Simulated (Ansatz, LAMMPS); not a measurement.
## Convergence of a linear-scaling basis for glassy 63SiO2-9CaO-11ZnO-11SrO-6Sc2O3 (mol %) (98 atoms)

Wanted: errors and times of a linear-scaling basis for glassy 63SiO2-9CaO-11ZnO-11SrO-6Sc2O3 (mol %) (98 atoms). A setting counts as converged where the r.m.s. difference of forces stays under 1 % of the r.m.s. force.

Method: Kohn-Sham DFT, PBE, PAW (set soft_2), plane waves, in Ansatz 0.2.0.

## Step 1: Set-up

The cell holds 98 atoms: 22 Si, 3 Ca, 4 Zn, 4 Sr, 4 Sc and 61 O. Its edges and angles: a = 11.062 Å, b = 11.062 Å, c = 11.062 Å, α = 90.0°, β = 90.0°, γ = 90.0°. 98 atoms (22 Si, 3 Ca, 4 Zn, 4 Sr, 4 Sc, 61 O) placed at random at 2.93 g/cm³, melted at 4000 K for 10 ps at fixed volume with the Morse and Coulomb pair potential with partial charges (Pedone, Malavasi, Menziani, Cormack and Segre, J. Phys. Chem. B 110, 11780 (2006)). Quenched from 4000 K to 300 K at 25 K/ps and fixed volume, held 10 ps at zero pressure, then minimised at fixed cell.

Before any run, some limits are plain. The quench rate of 25 K/ps far exceeds what a furnace or splat quench reaches, so expect more defects and frozen-in strain than in a real sample. The network of bonds at the start is that of the classical potential that made the cell, and needn't be the one that DFT or experiment would give. Only the Γ point is sampled, in a cell whose shortest periodic width is 11 Å.

## Step 2: How the cell was made

A classical potential makes the cell, at a small fraction of what the same run would cost in DFT.

This step: classical MD, Morse and Coulomb pair potential with partial charges (Pedone, Malavasi, Menziani, Cormack and Segre, J. Phys. Chem. B 110, 11780 (2006)) (LAMMPS 22 Jul 2025 - Update 4).

Contents of in.lmp:

```
# melt-quench of Si22Ca3Zn4Sr4Sc4O61
units metal
atom_style charge
boundary p p p
region box block 0 11.2365 0 11.2365 0 11.2365
create_box 6 box
mass 1 28.0850   # Si
mass 2 40.0780   # Ca
mass 3 65.3800   # Zn
mass 4 87.6200   # Sr
mass 5 44.9559   # Sc
mass 6 15.9990   # O
create_atoms 1 random 22 667369 NULL overlap 1.5 maxtry 2000
create_atoms 2 random 3 667376 NULL overlap 1.5 maxtry 2000
create_atoms 3 random 4 667383 NULL overlap 1.5 maxtry 2000
create_atoms 4 random 4 667390 NULL overlap 1.5 maxtry 2000
create_atoms 5 random 4 667397 NULL overlap 1.5 maxtry 2000
create_atoms 6 random 61 667404 NULL overlap 1.5 maxtry 2000
pair_style hybrid/overlay pedone 5.5 coul/long 8.0
pair_coeff * * coul/long
pair_coeff 1 6 pedone 0.340554 2.006700 2.100000 1   # Si-O
pair_coeff 2 6 pedone 0.030211 2.241334 2.923245 5   # Ca-O
pair_coeff 3 6 pedone 0.001221 3.150679 2.851850 1   # Zn-O
pair_coeff 4 6 pedone 0.019623 1.886000 3.328330 3   # Sr-O
pair_coeff 5 6 pedone 0.000333 3.144445 3.200000 2.6   # Sc-O
pair_coeff 6 6 pedone 0.042395 1.379316 3.618701 22   # O-O
set type 1 charge 2.4
set type 2 charge 1.2
set type 3 charge 1.2
set type 4 charge 1.2
set type 5 charge 1.8
set type 6 charge -1.2
kspace_style pppm 1.0e-4
neigh_modify delay 0 every 1 check yes
# [... 22 lines left out ...]
thermo 1666
fix md all npt temp 300 300 0.2 iso 0 0 2
run 5000 post no
unfix md
thermo 100
min_style cg
minimize 0 1e-3 2000 20000
write_dump all custom glass.dump id type xs ys zs modify sort id
```

Started as:

```bash
$ lmp -in in.lmp -log none -nocite
```

Log:

```text
LAMMPS (22 Jul 2025 - Update 4)
Created orthogonal box = (0 0 0) to (11.2365 11.2365 11.2365)
Created 22 atoms
Created 3 atoms
Created 4 atoms
Created 4 atoms
Created 4 atoms
Created 61 atoms
PPPM initialization ...
  G vector (1/distance) = 0.37963604
  grid = 12 12 12
  estimated relative force accuracy = 6.4386494e-05
   Step          Time           Temp          PotEng         Press         Density
         0   0              0             -3.9244967      617788.99      2.933012
        78   0.156          0             -14.582757     -19834.491      2.933012
Loop time of 0.0452724 s on 1 MPI rank(s) for 78 steps with 98 atoms
Minimization stats:
[... 38 lines left out ...]
     84966   169.932        279.94503     -14.731756      2387.5448      3.0721635
     85000   170            299.37029     -14.731822     -4011.9853      3.0742204
Loop time of 2.45601 s on 1 MPI rank(s) for 5000 steps with 98 atoms
   Step          Time           Temp          PotEng         Press         Density
     85000   170            299.37029     -14.731821     -4010.7713      3.0742204
     85015   170.03         299.37029     -14.767818     -1700.8857      3.0742204
Loop time of 0.0274057 s on 1 MPI rank(s) for 15 steps with 98 atoms
Minimization stats:
  Stopping criterion = linesearch alpha is zero
  Energy initial, next-to-last, final =
      -14.731820961411  -14.7678183459249  -14.7678183459249
  Force two-norm initial, final = 12.507299 0.51833971
  Iterations, force evaluations = 15 63
```

The job ended after 33 s (1 thread of Arm Neoverse V2, shared host; peak memory 0.068 GiB).

## Step 3: Plane-wave single point

This run is the reference for what follows, at a cutoff of 420 eV.

Contents of input.yaml:

```yaml
crystal:
  lattice:
    - [11.06175, 0.0, 0.0]
    - [0.0, 11.06175, 0.0]
    - [0.0, 0.0, 11.06175]
  atoms:
    - { symbol: Si, position: [0.85319, 0.26179, 0.97876] }
    - { symbol: Si, position: [0.66638, 0.16523, 0.60579] }
    - { symbol: Si, position: [0.37882, 0.52328, 0.38184] }
    - { symbol: Si, position: [0.81124, 0.95995, 0.73925] }
    - { symbol: Si, position: [0.33177, 0.88574, 0.729] }
    - { symbol: Si, position: [0.75441, 0.5157, 0.68064] }
    - { symbol: Si, position: [0.98199, 0.63594, 0.56106] }
    - { symbol: Si, position: [0.08208, 0.97084, 0.81266] }
    - { symbol: Si, position: [0.44168, 0.0008, 0.956] }
    - { symbol: Si, position: [0.64822, 0.58911, 0.93567] }
    - { symbol: Si, position: [0.22755, 0.40193, 0.09723] }
    - { symbol: Si, position: [0.11974, 0.1504, 0.61341] }
    - { symbol: Si, position: [0.35624, 0.31398, 0.58141] }
    - { symbol: Si, position: [0.03074, 0.6942, 0.01302] }
    - { symbol: Si, position: [0.79308, 0.83465, 0.98033] }
    - { symbol: Si, position: [0.19244, 0.20363, 0.2732] }
    - { symbol: Si, position: [0.47725, 0.76982, 0.38938] }
    - { symbol: Si, position: [0.68821, 0.9095, 0.5126] }
    - { symbol: Si, position: [0.95979, 0.326, 0.7334] }
    - { symbol: Si, position: [0.58744, 0.22732, 0.86942] }
    - { symbol: Si, position: [0.11994, 0.56041, 0.78403] }
    - { symbol: Si, position: [0.9469, 0.47034, 0.14382] }
    - { symbol: Ca, position: [0.90178, 0.33115, 0.44114] }
    - { symbol: Ca, position: [0.09278, 0.69723, 0.28519] }
    - { symbol: Ca, position: [0.44468, 0.58659, 0.6673] }
    - { symbol: Zn, position: [0.16969, 0.15518, 0.97602] }
    - { symbol: Zn, position: [0.15384, 0.43386, 0.40808] }
    - { symbol: Zn, position: [0.57362, 0.30256, 0.38165] }
    - { symbol: Zn, position: [0.54268, 0.37606, 0.11233] }
    - { symbol: Sr, position: [0.68709, 0.58782, 0.27156] }
    - { symbol: Sr, position: [0.27122, 0.93664, 0.18915] }
    - { symbol: Sr, position: [0.66209, 0.04967, 0.17255] }
    - { symbol: Sr, position: [0.39935, 0.71123, 0.04096] }
    - { symbol: Sc, position: [0.39632, 0.05465, 0.47689] }
    - { symbol: Sc, position: [0.374, 0.44009, 0.87998] }
    - { symbol: Sc, position: [0.98186, 0.92748, 0.43317] }
    - { symbol: Sc, position: [0.97943, 0.01236, 0.12094] }
    - { symbol: O, position: [0.59478, 0.24851, 0.21792] }
    - { symbol: O, position: [0.02618, 0.51995, 0.4847] }
    - { symbol: O, position: [0.81659, 0.90418, 0.1031] }
    - { symbol: O, position: [0.25932, 0.55745, 0.79587] }
    - { symbol: O, position: [0.25339, 0.55834, 0.31877] }
    - { symbol: O, position: [0.60713, 0.8104, 0.44843] }
    - { symbol: O, position: [0.45286, 0.23553, 0.50579] }
    - { symbol: O, position: [0.70863, 0.24522, 0.49709] }
    - { symbol: O, position: [0.60379, 0.03466, 0.53811] }
    - { symbol: O, position: [0.7338, 0.55073, 0.82303] }
    - { symbol: O, position: [0.28374, 0.11671, 0.33972] }
    - { symbol: O, position: [0.26798, 0.31217, 0.20551] }
    - { symbol: O, position: [0.87444, 0.15751, 0.07313] }
    - { symbol: O, position: [0.3468, 0.00344, 0.64582] }
    - { symbol: O, position: [0.39736, 0.88811, 0.39031] }
    - { symbol: O, position: [0.14604, 0.74933, 0.07726] }
    - { symbol: O, position: [0.77679, 0.08976, 0.67923] }
    - { symbol: O, position: [0.12268, 0.13545, 0.16413] }
    - { symbol: O, position: [0.38959, 0.36938, 0.70568] }
    - { symbol: O, position: [0.53983, 0.09594, 0.91059] }
    - { symbol: O, position: [0.41296, 0.90124, 0.85321] }
    - { symbol: O, position: [0.64562, 0.5138, 0.0579] }
    - { symbol: O, position: [0.09993, 0.2739, 0.35883] }
    - { symbol: O, position: [0.21572, 0.32691, 0.97256] }
    - { symbol: O, position: [0.9549, 0.9439, 0.74439] }
    - { symbol: O, position: [0.19067, 0.88157, 0.78256] }
    - { symbol: O, position: [0.76606, 0.92992, 0.87244] }
    - { symbol: O, position: [0.87906, 0.45279, 0.26646] }
    - { symbol: O, position: [0.88873, 0.38964, 0.04055] }
    - { symbol: O, position: [0.50319, 0.32249, 0.93749] }
    - { symbol: O, position: [0.93744, 0.25581, 0.85742] }
    - { symbol: O, position: [0.06739, 0.645, 0.67782] }
    - { symbol: O, position: [0.04359, 0.91103, 0.26299] }
    - { symbol: O, position: [0.95371, 0.61854, 0.11986] }
    - { symbol: O, position: [0.60096, 0.22053, 0.72255] }
    - { symbol: O, position: [0.0591, 0.42953, 0.75287] }
    - { symbol: O, position: [0.79967, 0.95118, 0.43204] }
    - { symbol: O, position: [0.06012, 0.00124, 0.9518] }
    - { symbol: O, position: [0.48978, 0.4569, 0.32409] }
    - { symbol: O, position: [0.71937, 0.252, 0.92617] }
    - { symbol: O, position: [0.09264, 0.44327, 0.14007] }
    [... 14 atom lines left out ...]
    - { symbol: O, position: [0.83747, 0.39228, 0.68887] }
    - { symbol: O, position: [0.317, 0.06347, 0.98678] }
    - { symbol: O, position: [0.00449, 0.24487, 0.62145] }
    - { symbol: O, position: [0.84744, 0.60705, 0.61072] }
    - { symbol: O, position: [0.49899, 0.72508, 0.2537] }
    - { symbol: O, position: [0.69639, 0.72603, 0.97564] }
kpoints:
  mp_grid: { grid: [1, 1, 1] }
hamiltonian:
  xc: pbe
scf:
  occupations: { method: fixed }
output:
  forces: true
  stress: true
  populations: true
  dos:
    method: { smearing: { sigma: 0.08 } }
    de: 0.1
    projected: { site_lists: { Ca: [Ca], O: [O], Sc: [Sc], Si: [Si], Sr: [Sr] } }
  eigenvalues: true
  write_density: true
  write_potential: true
  volumetric_format: npy
```

Started as:

```bash
$ ansatz run input.yaml --threads 4 --pin off --max-ram 8192MiB --backend cpu --events-out ev --progress --plain --runs-dir out
```

Log:

```text
Engine: ansatz 0.2.0, aarch64-unknown-linux-gnu
Pseudopotentials: kind: paw
Pseudopotential: Si, paw, valence charge 4, recommended cutoff 420 eV (normal), Si.paw.azcp
Pseudopotential: Ca, paw, valence charge 10, recommended cutoff 420 eV (normal), Ca.paw.azcp
Pseudopotential: Zn, paw, valence charge 12, recommended cutoff 420 eV (normal), Zn.paw.azcp
Pseudopotential: Sr, paw, valence charge 10, recommended cutoff 420 eV (normal), Sr.paw.azcp
Pseudopotential: Sc, paw, valence charge 11, recommended cutoff 420 eV (normal), Sc.paw.azcp
Pseudopotential: O, paw, valence charge 6, recommended cutoff 420 eV (normal), O.paw.azcp
Functional definition: PBE
  parameter kappa = 0.804
  parameter beta = 0.066725
  exchange = pbe_x(kappa = kappa, mu = beta*pi^2/3)
  correlation = pbe_c(beta = beta)
Crystal: 98 atoms, lattice volume = 1353.541 Å³
Basis set: ecut = 420 eV, 26529 PW (Γ), exchange–correlation on 150×150×150 points (8 copies of the dense FFT grid, shifted against one another)
Bands: 406, of which v1, the nominal top of the filled ones, is band 308 counted from 1 (307 counted from 0)
Symmetry: 1 space group operations
Space group: P1 (ITA 1), of the structure as read, at distance tolerance 1.1e-4 Å
k-points: 1
Non-local potential: Si, projectors of the file, l = 0: 2, l = 1: 2, l = 2: 2
Non-local potential: Ca, projectors of the file, l = 0: 3, l = 1: 2, l = 2: 2
Non-local potential: Zn, projectors of the file, l = 0: 2, l = 1: 2, l = 2: 3, l = 3: 1
Non-local potential: Sr, projectors of the file, l = 0: 3, l = 1: 2, l = 2: 2
Non-local potential: Sc, projectors of the file, l = 0: 3, l = 1: 2, l = 2: 3, l = 3: 1
Non-local potential: O, projectors of the file, l = 0: 2, l = 1: 2, l = 2: 1
PAW form: soft (Blöchl's): semilocal exchange-correlation on the pseudo side does not see the compensation charge
PAW one-centre angular grid: Si, 110 points (default); XC on 64 Gauss nodes
PAW one-centre angular grid: Ca, 110 points (default); XC on 64 Gauss nodes
PAW one-centre angular grid: Zn, 590 points (default); XC on 64 Gauss nodes
PAW one-centre angular grid: Sr, 110 points (default); XC on 64 Gauss nodes
PAW one-centre angular grid: Sc, 590 points (default); XC on 64 Gauss nodes
PAW one-centre angular grid: O, 110 points (default); XC on 64 Gauss nodes
Initial density: superposition of atomic densities (neutral atoms: chi_scale 0, normalization atom), corrected by the library's trained network
Initial wavefunctions: pseudopotential atomic-orbital guess
Functional: x = pbe(κ = 0.804, μ = 0.219515), c = pbe(β = 0.066725)
SCF iter   1: F=—  HF=-90159.290923 eV  |F-HF|=—  |Δ(HF+E_count)|=         —  Δρ=2.36e-3  dr2=1.13e-1  ethr=1.77e-3  ⟨swp⟩=5.0  Hψ=1566  notcnv=0  defer=95
preconditioner: auto → Resta (q_TF=auto, 2.393 Å⁻¹)  ε∞=3.8  [insulator: Δε(μ)=2.775 eV  Ē_g=14.511 eV  n_scr=304 (ndim 8)  ℏωp=24.1 eV  f_vac=0.125  ε∞_Penn≈3.8]
SCF iter   2: F=—  HF=-90159.293381 eV  |F-HF|=—  |Δ(HF+E_count)|=   2.46e-3  Δρ=1.22e-3  dr2=2.71e-2  ethr=1.84e-5  ⟨swp⟩=3.0  Hψ=677  notcnv=0  defer=96
SCF iter   3: F=—  HF=-90159.295266 eV  |F-HF|=—  |Δ(HF+E_count)|=   1.88e-3  Δρ=6.30e-4  dr2=8.96e-3  ethr=4.41e-6  ⟨swp⟩=3.0  Hψ=539  notcnv=0  defer=96
SCF iter   4: F=—  HF=-90159.295037 eV  |F-HF|=—  |Δ(HF+E_count)|=   2.28e-4  Δρ=2.54e-4  dr2=1.16e-3  ethr=1.45e-6  ⟨swp⟩=2.0  Hψ=538  notcnv=0  defer=96
SCF iter   5: F=—  HF=-90159.295106 eV  |F-HF|=—  |Δ(HF+E_count)|=   6.92e-5  Δρ=1.44e-4  dr2=3.17e-4  ethr=1.88e-7  ⟨swp⟩=2.0  Hψ=538  notcnv=0  defer=96
SCF iter   6: F=—  HF=-90159.295107 eV  |F-HF|=—  |Δ(HF+E_count)|=   6.01e-7  Δρ=4.69e-5  dr2=3.77e-5  ethr=5.15e-8  ⟨swp⟩=2.0  Hψ=536  notcnv=0  defer=94
SCF iter   7: F=—  HF=-90159.292989 eV  |F-HF|=—  |Δ(HF+E_count)|=   2.12e-3  Δρ=2.49e-5  dr2=8.84e-6  ethr=6.12e-9  ⟨swp⟩=2.0  Hψ=712  notcnv=0  defer=92
SCF iter   8: F=—  HF=-90159.292993 eV  |F-HF|=—  |Δ(HF+E_count)|=   4.63e-6  Δρ=1.10e-5  dr2=2.02e-6  ethr=1.44e-9  ⟨swp⟩=2.0  Hψ=538  notcnv=0  defer=92
SCF iter   9: F=—  HF=-90159.292995 eV  |F-HF|=—  |Δ(HF+E_count)|=   2.02e-6  Δρ=6.65e-6  dr2=5.97e-7  ethr=3.27e-10  ⟨swp⟩=2.0  Hψ=596  notcnv=0  defer=92
SCF iter  10: F=-90159.292996 eV  HF=-90159.292995 eV  |F-HF|=7.76e-8  |Δ(HF+E_count)|=   1.98e-7  Δρ=2.12e-6  dr2=7.30e-8  ethr=1.62e-11  ⟨swp⟩=21.0  Hψ=4260  notcnv=0
SCF 1 converged in 10 iterations: F = -90159.292996 eV  dr2 = 7.30e-8
  greatest PAW one-centre occupation: 0.998 electrons in one spin orbital (limit 2), on the Sc atom at site 34 (counted from 0), in its partial waves of l = 0
SCF converged after 10 iterations
Free energy (F): -90159.292996 eV
Harris-Foulkes:  -90159.292995 eV  (|F-HF|=7.76e-8)
Internal energy: -90159.292996 eV  (E = F + TS)
E sigma→0 (E₀):  -90159.292996 eV
Fermi energy:    5.108930 eV
--- Per-component energies (eV) ---
  E_band       = -3073.194584
  E_kinetic    = 15253.446119
  E_local      = -48406.653395  (includes V_loc(G=0)·N_el)
  E_nonlocal   = 7263.670462
  E_hartree    = 18137.344423
  E_xc         = -7842.686483
  E_vxc        = -8732.824144  (∫ρ·V_xc dr)
  E_paw        = -45477.458716  (= ΣΔE_a)
  E_vpaw       = -4725.666768  (= ΣTr[D̂ρ^β])
  E_aug_tail   = 0.153862  (compensation charges beyond the density's cutoff)
  E_ewald      = -29087.109267
  E_smearing   = -0.000000  (= −TS)
  E_closure    = -0.000000  (closes the sum)
  Σ components = -90159.292996   (vs F -90159.292996, Δ=0.00e0)
--- Forces (eV/Å), atoms counted from 1 ---
  atom   1  Si     0.59652520     0.92087511    -0.84213388
  atom   2  Si     0.45257255    -3.18060090     1.42210330
  atom   3  Si    -0.88463572    -0.13520794     0.24230782
  atom   4  Si    -0.26418273     0.75154837    -1.11668659
  atom   5  Si    -0.59186096     1.49112594     0.66581080
  atom   6  Si     0.94468137     0.20331413     0.84960432
  atom   7  Si    -0.00749476    -1.72162789     1.31314584
  atom   8  Si     0.20248773     0.77108828    -1.50735681
  atom   9  Si    -1.38399217     0.48697901    -0.75806619
  atom  10  Si     0.88601434     0.18753638    -1.56261366
  atom  11  Si    -1.56540058    -1.47504196     0.11822548
  atom  12  Si    -0.18594185    -0.41061877     1.55043642
  atom  13  Si    -0.41791116    -0.12920844    -0.83487137
  atom  14  Si    -0.70377044    -0.48985957    -0.00438060
[...]
atom  97  O      0.65206818    -0.32887446    -1.69494580
  atom  98  O     -1.05175890    -0.16865548     0.51294893
  max |Σ_I F_I| component: 9.22e-5 eV/Å
--- Stress (GPa, compression-positive) ---
        4.054051      -1.538847      -0.441393
       -1.538847       5.472009       0.934618
       -0.441393       0.934618       3.609038
  P = ⅓ Tr σ = 4.3784 GPa (43.784 kbar)
--- Band table (eV) ---
  k-point 0: bands = ["-44.0184", "-43.7236", "-43.7124", "-43.4539", [... 390 levels ...], "13.3293", "13.4070", "13.4833", "13.4974", "13.5434", "13.5917", "13.6008", "13.6506", "13.6796", "13.7068", "13.7714", "13.8345"]
--- Löwdin populations: 98 sites ---
  site symbol       q [e]
     0     Si      2.2517
     1     Si      2.2829
     2     Si      2.3378
[...]
97      O      6.8093
  spilling = 0.011903 (of n_electrons = 616.000000)
```

It took 25 s on 4 threads of Arm Neoverse V2, shared host; peak memory 1.9 GiB.

Read from the output:

* free energy: -90159.2930 eV
* free energy per atom: -919.9928 eV/atom
* SCF cycles: 10
* pressure: 4.378 GPa
* r.m.s. force component: 1.006 eV/Å
* longest force: 3.656 eV/Å
* Fermi energy: 5.109 eV
* gap (highest filled to lowest empty level): 2.616 eV
* spilling of the projection: 0.0119

The r.m.s. force component of 1.0 eV/Å and the pressure of 4.4 GPa set the scale for the differences below.

## Step 4: Support functions low

The cell is solved in localised support functions.

This step: Kohn-Sham DFT, PBE, PAW (set soft_2), localised support functions (low) (Ansatz 0.2.0).

input.yaml, the sections that differ from step 3:

```yaml
scf:
  occupations: { method: fixed }
  eigensolver: { kind: { support_functions: { accuracy: low } } }
  max_iter: 150
output:
  forces: true
  eigenvalues: true
# crystal, kpoints, hamiltonian: as in step 3
```

Log:

```text
Warning: scf.eigensolver.kind.support_functions: disabling space-group detection — the functions' gradient is summed over unrotated k-points, so no spatial operation reduces the k-mesh or symmetrises the density; time reversal is kept, so that k and −k are solved as one point where they differ and the mesh holds both, and exact exchange and, on two spinor components, a DFT+U term hold to it where the run has them: [...]
settings of this run that can trade accuracy for cost: scf.eigensolver.kind.support_functions; scf.eigensolver.kind.support_functions.accuracy: low [...]
[...]
Crystal: 98 atoms, lattice volume = 1353.541 Å³
Basis set: ecut = 420 eV, 26529 PW (Γ), exchange–correlation on 150×150×150 points (8 copies of the dense FFT grid, shifted against one another)
Bands: 370, of which v1, the nominal top of the filled ones, is band 308 counted from 1 (307 counted from 0)
Symmetry: 1 space group operations
k-points: 1
[...]
SCF iter   1: F=—  HF=-90143.180833 eV  |F-HF|=—  |Δ(HF+E_count)|=         —  Δρ=1.03e-1  dr2=1.58e2  ethr=1.00e-1
[...]
SCF iter  15: F=—  HF=-90159.727746 eV  |F-HF|=—  |Δ(HF+E_count)|=   2.50e-3  Δρ=4.72e-5  dr2=2.16e-5  ethr=5.46e-9  κ⁻¹=8.1e-5(r=7)
SCF iter  16: F=-90159.729827 eV  HF=-90159.729830 eV  |F-HF|=2.45e-6  |Δ(HF+E_count)|=   2.08e-3  Δρ=1.33e-5  dr2=4.37e-6  ethr=3.51e-9
SCF 1 converged in 16 iterations: F = -90159.762020 eV  dr2 = 4.37e-6
[...]
SCF converged after 16 iterations
Stability not checked: this state was not tested for a lower state beside it, because the mixer in use, unlike msr1, does not test its closes by its own steps (another_mixer; see scf.mixing.algorithm and scf.lower_state_search)
Free energy (F): -90159.762020 eV
[...]
Internal energy: -90159.762020 eV  (E = F + TS)
E sigma→0 (E₀):  -90159.762020 eV
Fermi energy:    5.108688 eV
[...]
Σ components = -90159.762020   (vs F -90159.762020, Δ=0.00e0)
--- Forces (eV/Å), atoms counted from 1 ---
  atom   1  Si     0.59594606     0.92107777    -0.84278205
  atom   2  Si     0.45183863    -3.18142416     1.42198140
  atom   3  Si    -0.88466820    -0.13524774     0.24289359
  atom   4  Si    -0.26409970     0.75221752    -1.11735347
[...]
atom  98  O     -1.05195223    -0.16863318     0.51263760
  max |Σ_I F_I| component: 6.24e-3 eV/Å
--- Band table (eV) ---
[...]
```

Elapsed: 2 min, on 4 threads; peak memory 3.7 GiB; 7.7 min of CPU time.

The program notes that the band table was not solved further than the SCF left it and it switched symmetry off.

Keys that differ from the reference: support_functions.accuracy = "low" and scf.max_iter = 150.

Forces differ from the reference by 0.81 meV/Å r.m.s., 0.081 % of their size, well within a tolerance of 1 %; the energy by -4.8 meV/atom. It took roughly 4.8 times the reference's time (one timing each, with unlike analyses asked), in 16 cycles against 10.

[end of part 1 of 3]

[Long decimals in the printed logs are rounded to 6 places.]

[Logs are printed without paths, hosts, clocks, repeated set-up lines and the standing remarks that a program may print on its own settings, such as how far it seeks lower states.]

[Hosts, paths, dates, database ids (printed as entryN), source tags and the programs' standing remarks are cut or masked in the printed files.]
